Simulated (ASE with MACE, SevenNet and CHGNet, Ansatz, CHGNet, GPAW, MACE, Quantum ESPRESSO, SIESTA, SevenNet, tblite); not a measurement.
## Random packing of B (63 atoms) in machine-learned potentials

Wanted: machine-learned potentials inputs and outputs for random packing of B (63 atoms), checked against a plane-wave reference.

Method: the method is named at each step, in ASE with MACE, SevenNet and CHGNet.

## Step 1: The structure

The cell holds 63 atoms: 63 B. Cell: a = 8.151 Å, b = 8.151 Å, c = 8.151 Å, α = 90.0°, β = 90.0°, γ = 90.0°. 63 atoms (63 B) packed at random in a cube at 2.09 g/cm³ and pushed apart as soft spheres; a start for melting by ab initio MD, not an equilibrated structure. Then every atom was moved at random, 0.05 Å r.m.s. a Cartesian component.

The yardstick, on the same geometry:

| Quantity | Value |
| --- | --- |
| method | Kohn-Sham DFT, PBE, SSSP efficiency 1.3.0 pseudopotentials, plane waves (Quantum ESPRESSO 7.5); sssp-pbe-1.3.0-efficiency, cutoffs 45/360 Ry, Γ point |
| r.m.s. force component | 1.274 eV/Å |
| longest force | 6.793 eV/Å |
| pressure | -20.87 GPa |
| time | 27 s on 2 MPI ranks of Arm Neoverse V2, shared host |
| CPU time | 53 s |

## Step 2: MACE MPA-0 medium potential

Method: machine-learned interatomic potential MACE MPA-0 medium, trained on PBE(+U) plane-wave data.

The input, run.py:

```python
import numpy as np
from ase.io import read
import mlip  # loads the published weights by name

atoms = read("structure.xyz")
atoms.calc = mlip.calc("mace-mpa-0-medium")
energy = atoms.get_potential_energy()
forces = atoms.get_forces()
print(f"energy {energy:.6f} eV")
print("forces (eV/A)")
for i, (a, f) in enumerate(zip(atoms, forces)):
    print(f"{i:4d} {a.symbol:2s} {f[0]:10.5f} {f[1]:10.5f} {f[2]:10.5f}")
stress = -atoms.get_stress(voigt=False) * 160.21766
print("stress (GPa, compression positive)")
for row in stress:
    print(" ".join(f"{x:10.4f}" for x in row))
```

The input, structure.xyz:

```xyz
63
Lattice="8.15130 0.00000 0.00000 0.00000 8.15130 0.00000 0.00000 0.00000 8.15130" Properties=species:S:1:pos:R:3 pbc="T T T"
B 5.95933 5.97344 4.78400
B 1.29043 5.25343 7.27618
B 4.74968 0.37227 6.34579
B 7.92526 5.66149 8.10280
B 6.47890 3.16792 6.27047
B 4.08820 5.57255 4.59472
B 1.45786 0.76394 0.53106
B 0.42933 3.27878 4.06187
B 6.40643 2.96789 0.02951
B 5.95909 6.50042 0.72685
B 3.12317 2.05054 3.22164
B 1.95925 7.41059 5.39714
B 7.47539 4.73110 5.39820
B 1.54516 2.18708 1.97074
B 3.95729 5.81220 0.67468
B 0.13417 7.79916 0.29736
B 7.48721 5.34424 3.96324
B 5.18186 2.15594 5.92779
B 5.84921 4.76020 0.78049
B 4.17640 1.96300 7.75034
B 2.54484 2.02429 6.35899
B 2.98321 5.29981 7.02259
B 0.09912 1.39876 1.75098
B 5.97996 1.75180 3.87578
B 1.03285 6.48037 4.20191
B 4.52038 3.92990 1.61510
B 3.15349 7.03694 7.55960
B 7.08364 0.81081 7.88060
B 4.74830 1.89599 2.18292
B 6.70550 7.99667 5.01688
B 5.68716 0.17305 3.36404
B 3.00913 5.11087 2.54321
B 0.83347 8.02911 3.12439
B 0.10915 6.03718 5.87489
B 1.88238 6.73143 2.63548
B 4.80568 7.84489 1.68096
B 1.60825 3.19906 7.86421
B 7.36046 0.94392 3.87260
B 7.98452 5.90496 1.71846
B 4.72718 3.64771 4.78123
B 6.00229 4.47368 3.95558
B 6.62603 2.38841 1.95566
B 1.99438 3.58103 3.12985
B 3.00987 2.05502 1.00457
B 7.30813 7.41418 6.42746
B 5.35337 0.63971 0.04059
B 2.09488 6.13410 0.54361
B 5.14176 6.24227 7.06489
B 3.69555 0.05926 3.90879
B 3.82239 1.93015 5.15317
B 6.86723 4.60043 7.47393
B 1.99014 0.88980 4.06644
B 1.26435 4.68537 0.73639
B 5.85435 6.16801 2.95509
B 2.36966 5.04451 4.41083
B 2.56627 7.87587 1.43903
[... 3 atom lines left out ...]
B 0.73174 1.74764 5.13027
B 0.06342 4.21153 1.60092
B 7.00156 0.27666 2.08779
B 3.57915 6.98020 5.50816
```

Started as:

```
> OMP_NUM_THREADS=1 python run.py > output.txt
```

The log of the run:

```text
energy -340.042702 eV
forces (eV/A)
   0 B    -0.64345    1.97462   -0.15858
   1 B     1.21555    0.81832   -1.09620
   2 B    -0.13718    0.40537    0.60145
   3 B     1.05760    1.34343    0.21436
   4 B     0.93247    2.26619    0.90723
   5 B     0.60671   -1.12155    0.32458
   6 B     0.38975    0.89947    0.02980
   7 B     0.72430    0.29687    0.86306
   8 B    -0.53707    0.64781    0.89389
   9 B    -2.43737   -0.16584    0.98674
  10 B     0.10967   -0.13866   -0.50490
  11 B    -1.11542    0.52423   -1.00347
  12 B    -3.06049   -4.90974    2.07970
  13 B     1.38770    0.36780   -0.20562
  14 B     0.99531   -1.42178   -0.43804
  15 B    -1.10196    0.47631   -0.62805
  16 B     0.85072    2.05411   -3.19176
  17 B     2.24268    1.07917   -0.11671
  18 B    -2.37009   -0.99733    0.40419
  19 B    -0.46938   -1.06102    0.72668
  20 B    -1.61372    1.63112    0.77339
  21 B     0.48249    0.99584    0.55236
  22 B    -0.59599   -0.97235    0.11761
  23 B    -1.17458    2.47468   -1.66618
[...]
55 B     0.19152   -1.84509   -1.16211
  56 B     2.46445   -1.24909   -0.51595
  57 B     0.23707    0.05227    0.77224
  58 B     1.28388    0.00044   -0.55742
  59 B     0.29321   -0.54949   -0.03317
  60 B    -2.62334   -1.03346    2.18682
  61 B     0.73389    0.43257    0.95368
  62 B     1.06157    1.32738    0.97923
stress (GPa, compression positive)
  -21.0751     0.7275     1.1219
    0.7275   -21.2290     1.5235
    1.1219     1.5235   -22.3960
```

It took 13 s on 1 thread of Arm Neoverse V2, shared host; peak memory 1.1 GiB.

Banners, paths, timers and routine set-up lines are dropped from the logs unmarked, and long logs keep their key lines alone; longer cuts are marked.

Against the reference:

```
r.m.s. force component                  : 1.159 eV/Å
r.m.s. difference of force components   : 490.8 meV/Å
longest difference of force vectors     : 1575 meV/Å
force difference over r.m.s. force      : 38.52 %
slope of forces against the reference's : 0.8394
correlation of force components         : 0.9229
pressure                                : -21.57 GPa
pressure difference                     : -0.6944 GPa
```

The surroundings of B13, which bears the longest force, nearest first, numbered as they follow in the input and with coordinates relative to it.

```csv
atom,x,y,z,distance (Å),Fx,Fy,Fz (eV/Å)
B13,0.00,0.00,0.00,0.00,-3.06,-4.91,2.08
B17,0.01,0.61,-1.43,1.56,0.85,2.05,-3.19
B34,0.79,1.31,0.48,1.60,1.82,1.85,1.35
B5,-1.00,-1.56,0.87,2.05,0.93,2.27,0.91
B1,-1.52,1.24,-0.61,2.05,-0.64,1.97,-0.16
B41,-1.47,-0.26,-1.44,2.08,-1.32,-0.28,0.46
B51,-0.61,-0.13,2.08,2.17,-2.27,-1.65,-1.12
B8,1.11,-1.45,-1.34,2.26,0.72,0.30,0.86
B57,0.45,-1.51,2.21,2.71,2.46,-1.25,-0.52
B25,1.71,1.75,-1.20,2.72,0.09,-0.78,0.22
B2,1.97,0.52,1.88,2.77,1.22,0.82,-1.10
B45,-0.17,2.68,1.03,2.88,1.18,0.38,0.60
B4,0.45,0.93,2.70,2.90,1.06,1.34,0.21
```

Atoms are counted from 1 here, from 0 in the log.

Forces lie 39 % from the reference's, at 0.15 times its CPU time (on 1 against 2 cores).

## Step 3: SevenNet 0 potential

Method: machine-learned interatomic potential SevenNet 0, trained on PBE(+U) plane-wave data.

Changes to run.py since step 2:

```diff
@@ -5,3 +5,3 @@
 atoms = read("structure.xyz")
-atoms.calc = mlip.calc("mace-mpa-0-medium")
+atoms.calc = mlip.calc("7net-0")
 energy = atoms.get_potential_energy()
```

structure.xyz is that of step 2.

The log of the run:

```text
energy -346.337860 eV
forces (eV/A)
   0 B     0.16741    1.44342    0.38598
   1 B     0.32150    0.28357    0.57199
   2 B     0.61522   -0.90144    0.48571
   3 B     0.76452    1.79315    0.54812
   4 B     1.39850    2.08791    1.06280
   5 B     0.10897   -1.45691    0.35050
   6 B     0.81888    0.47494    0.31660
   7 B    -0.33817    0.93148    1.28401
   8 B    -0.28484   -0.50603    1.24679
   9 B    -1.22089    0.70784    0.76430
  10 B    -0.14179    0.15016    0.69095
  11 B    -0.56709    1.17808   -0.05189
  12 B    -2.96488   -4.66001    0.58762
  13 B     1.09608    1.00798   -0.35509
  14 B    -0.07888    0.08872   -1.56677
  15 B    -1.52461   -0.79513   -0.95599
  16 B     0.65057    0.90392   -3.01254
  17 B     2.36316    1.27728   -0.21549
  18 B    -0.92590   -1.61285    0.07439
  19 B    -0.68991   -1.25156   -0.28264
  20 B    -1.12016    2.17071    1.23638
  21 B     1.18005    1.79722    1.50107
  22 B    -0.53566   -0.87896    0.78064
  23 B    -2.34957    2.29403   -1.84742
[...]
55 B     1.23945   -0.99479   -0.59890
  56 B     1.13548   -0.63577   -0.37363
  57 B     0.08164   -0.55527    0.50975
  58 B     1.36322    0.40232   -1.11880
  59 B    -0.09092   -0.40262   -0.69357
  60 B    -1.47761   -0.98200    0.95996
  61 B     0.94945    1.18607    0.27703
  62 B     0.79851    1.32862    1.03266
stress (GPa, compression positive)
  -21.7106     1.2808     1.7372
    1.2808   -22.4129     2.2436
    1.7372     2.2436   -21.7198
```

The job ended after 9.3 s (1 thread; peak memory 0.99 GiB).

Compared with the plane-wave run:

```
r.m.s. force component                  : 1.144 eV/Å
r.m.s. difference of force components   : 846.4 meV/Å
longest difference of force vectors     : 2930 meV/Å
force difference over r.m.s. force      : 66.44 %
slope of forces against the reference's : 0.6826
correlation of force components         : 0.76
pressure                                : -21.95 GPa
pressure difference                     : -1.075 GPa
```

Against the first run (39 %), the force difference from the reference is 66 %, at 0.94 times the CPU time.

## Step 4: CHGNet 0.3.0 potential

Method: machine-learned interatomic potential CHGNet 0.3.0, trained on PBE(+U) plane-wave data.

Changes to run.py since step 3:

```diff
@@ -5,3 +5,3 @@
 atoms = read("structure.xyz")
-atoms.calc = mlip.calc("7net-0")
+atoms.calc = mlip.calc("chgnet-0.3.0")
 energy = atoms.get_potential_energy()
```

structure.xyz is that of step 3.

The log of the run:

```text
CHGNet v0.3.0 initialized with 412,525 parameters
CHGNet will run on cpu
energy -347.737183 eV
forces (eV/A)
   0 B     0.19715    0.91193   -0.50460
   1 B     0.82981    0.08463   -0.62048
   2 B     0.01596    0.44241    0.41144
   3 B     1.99175    1.58067    1.24325
   4 B     1.66854    2.02956    1.33874
   5 B     0.99884   -1.83990   -0.37639
   6 B     0.12971    0.49298    0.32671
   7 B     0.23204    0.54371    1.32476
   8 B    -0.85942    0.74062    1.06947
   9 B    -1.78945    0.48198    0.74288
  10 B     0.26980   -0.80734   -0.65460
  11 B    -0.79347    0.61221   -0.68953
  12 B    -2.71428   -4.55371    1.40345
  13 B     1.04917    0.66993   -0.39337
  14 B     0.41634   -0.53674   -0.82796
  15 B    -1.30137    0.30031   -0.99095
  16 B     0.57396    1.73251   -3.04471
  17 B     1.66191    0.70310    0.05186
  18 B    -1.73195   -0.51674    0.06145
  19 B    -0.66469   -1.29192   -0.26394
  20 B    -1.39647    1.42830    0.81909
  21 B     0.90638    1.38495    0.79309
  22 B    -0.75449   -0.18929    0.07158
  23 B    -1.38143    2.10951   -1.48431
[...]
55 B     0.56885   -1.45638   -0.97419
  56 B     1.88915   -1.39617   -0.64731
  57 B    -0.33285   -0.91057    0.53183
  58 B     0.57453    0.71902   -0.30189
  59 B     0.37318   -0.09582    0.27185
  60 B    -2.30575   -1.02838    1.48139
  61 B     0.70279    0.45428    0.37156
  62 B     0.85193    1.01853    1.58683
stress (GPa, compression positive)
  -18.9585     2.2268     0.4347
    2.2268   -18.4078     2.1543
    0.4347     2.1543   -20.4555
```

It took 4.2 s on 1 thread; peak memory 1.6 GiB.

Numbers from this run, and their distance from the reference:

* r.m.s. force component: 1.124 eV/Å
* r.m.s. difference of force components: 702.5 meV/Å
* longest difference of force vectors: 2769 meV/Å
* force difference over r.m.s. force: 55.14 %
* slope of forces against the reference's: 0.737
* correlation of force components: 0.8355
* pressure: -19.27 GPa
* pressure difference: 1.598 GPa

Against the first run (39 %), the force difference from the reference is 55 %, at 0.49 times the CPU time.

## Step 5: All runs compared

Differences are against the plane-wave reference, forces as r.m.s. over components; share is that over the reference's r.m.s. force, slope the least-squares factor from reference forces to these. Total energies of different programs have different zeros and aren't compared.

```csv
run,"Δ force, r.m.s. (meV/Å)",share (%),slope,Δ pressure (GPa),cores,CPU time,memory (GiB)
reference,-,-,-,-,2,53 s,0.96
MACE MPA-0 medium potential,491,38.5,0.839,-0.694,1,7.8 s,1.1
SevenNet 0 potential,846,66.4,0.683,-1.08,1,7.3 s,0.99
CHGNet 0.3.0 potential,703,55.1,0.737,1.60,1,3.8 s,1.6
```

Times of the machine-learned potentials are mostly Python's start and the loading of weights.

CPU time is summed over cores on a shared host, where runs went side by side, so it is rough. Symmetry, cutoffs, thresholds, outputs and thread counts weren't matched or tuned between programs; memory under MPI is the largest rank's times the ranks.

## Step 6: What came out

```json
{
 "nearest in forces": "MACE MPA-0 medium potential, 39 %",
 "its CPU time": "7.8 s"
}
```

In words: Machine-learned potentials differ by 39 % (MACE MPA-0 medium potential) to 66 % (SevenNet 0 potential); they were trained on other programs' data. Among those trained on PBE data the slope goes as low as 0.68, with a correlation of 0.76, so directions differ as well as sizes. The reference's pressure holds the uncorrected Pulay stress of its 45 Ry basis, so small pressure differences, and their order, may be the reference's own error. The electron count is odd in QE PBE, sssp-1.3.0-efficiency, 45/360 Ry, and they have no spin polarisation, so the unpaired electron is spread evenly over both spins. Machine-learned potentials mimic data converged in k, so the reference's own k-point error enters their differences. The reference's stress is far from hydrostatic: its diagonal is -17.0, -20.7, -24.9 GPa, compression counted positive. The reference's pressure of -21 GPa says that the cell would shrink at this level of theory. The electronic-structure runs sample only Γ, in a cell whose shortest periodic width is 8 Å, which is coarse for a cell with partly filled levels.

[Also dropped from logs without a mark: logging warnings of Python, and SIESTA's first energy breakdown and zero terms.]

[Logs are printed without paths, hosts, clocks, repeated set-up lines and the standing remarks that a program may print on its own settings, such as how far it seeks lower states.]

[Hosts, paths, dates, database ids (printed as entryN), source tags and the programs' standing remarks are cut or masked in the printed files.]
